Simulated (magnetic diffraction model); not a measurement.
# Magnetic neutron pattern of Li2Mn2PbSe6

Space group Cc (no. 9), a = 12.6380 Å, b = 7.3730 Å, c = 12.4740 Å, β = 109.94°.

| site | atom | x | y | z |
| --- | --- | --- | --- | --- |
| 4a | Pb | 0.2731 | 0.2660 | 0.7507 |
| 4a | Se | 0.7005 | 0.7414 | 0.5588 |
| 4a | Se | 0.2217 | 0.0199 | 0.8296 |
| 4a | Se | 0.7017 | 0.0151 | 0.8051 |
| 4a | Se | 0.4690 | 0.2495 | 0.8067 |
| 4a | Se | 0.8984 | 0.7773 | 0.1205 |
| 4a | Se | 0.5103 | 0.7432 | 0.9875 |
| 4a | Mn | 0.3465 | 0.4321 | 0.5070 |
| 4a | Mn | 0.5215 | 0.5881 | 0.8126 |
| 4a | Li | 0.5039 | 0.9175 | 0.5121 |
| 4a | Li | 0.7125 | 0.6921 | 0.1616 |

The compound is invented for this exercise: a known structure type with other elements, its cell scaled to their sizes and not relaxed.

Only Mn is taken to order (form factors of Mn4+); orders and moment sizes are assumed, and not adapted to the symmetry. Radiation: neutrons of λ = 2.41 Å, 2° to 35°; isotropic B of 0.33 Å² (Pb), 0.33 Å² (Se), 0.43 Å² (Mn) and 0.62 Å² (Li). Simulated constant-wavelength pattern: nuclear and magnetic terms add, the magnetic one as |2.695 fm × Σ f S⊥ exp(2πi Q·r) exp(−B s²)|², summed over all Q at one angle with the factor 1/(sin²θ cos θ). For a modulated order the moment at position r is S exp(−2πi k·r) + c.c., with S = m/2 for a sine wave of amplitude m and S = m(u + iv)/2 for moments turning in a plane, u and v being orthogonal unit vectors in it; the phase factor of the sum at Q = H + k is then exp(2πi H·r). Free-ion form factors, Sears's scattering lengths of 1992, no absorption; a label names one of the reflections at its angle. The strongest nuclear line in the range is 100, and lines under 0.2 are left out.

Assume the order k = (0 1/3 0), moments turning in the plane of [010] and [100], 0.83 μB on Mn; signs + at (0.3465, 0.4321, 0.5070), + at (0.3465, 0.5679, 0.0070), + at (0.5215, 0.5881, 0.8126), − at (0.0215, 0.9119, 0.3126).

Q: Where does magnetic intensity appear, and how strong is it?

```
2θ (°)       index  nuclear  magnetic
  6.25   (0 1/3 0)      0.0       3.4
 13.36   (0 1/3 1)      0.0       2.6
 17.12   (1 2/3 0)      0.0       1.0
 18.42  (1 2/3 -1)      0.0       0.8
 22.18     (1 1 0)      3.9       0.0
 23.02   (1 2/3 1)      0.0       0.6
 23.20    (1 1 -1)    100.0       0.0
 23.21  (2 1/3 -1)      0.0       0.5
 23.41     (2 0 0)     42.4       0.0
 23.72     (0 0 2)     41.8       0.0
 24.25   (2 1/3 0)      0.0       0.5
 24.55   (0 1/3 2)      0.0       0.8
 25.89  (1 2/3 -2)      0.0       0.6
 27.04     (1 1 1)     26.8       0.0
 27.11    (2 0 -2)     13.7       0.0
 27.82   (1 4/3 0)      0.0       0.3
 27.85  (2 1/3 -2)      0.0       0.4
 28.65  (1 4/3 -1)      0.0       0.3
 29.55    (1 1 -2)      2.1       0.0
 30.43   (2 1/3 1)      0.0       0.4
 31.88   (1 4/3 1)      0.0       0.2
 32.57   (1 2/3 2)      0.0       0.4
 34.06  (1 4/3 -2)      0.0       0.3
```

The strongest magnetic line in the range is (0 1/3 0) at 6.25° (3.4). On top of the Lorentz factor, which all lines share, magnetic lines fade with angle because f falls: for Mn4+ it is 0.92, 0.73, 0.50 and 0.17 at sin θ/λ = 0.1, 0.2, 0.3 and 0.5 Å⁻¹, while nuclear lengths stay constant. The order has no net moment.

[Logs are printed without paths, hosts, clocks, repeated set-up lines and the standing remarks that a program may print on its own settings, such as how far it seeks lower states.]
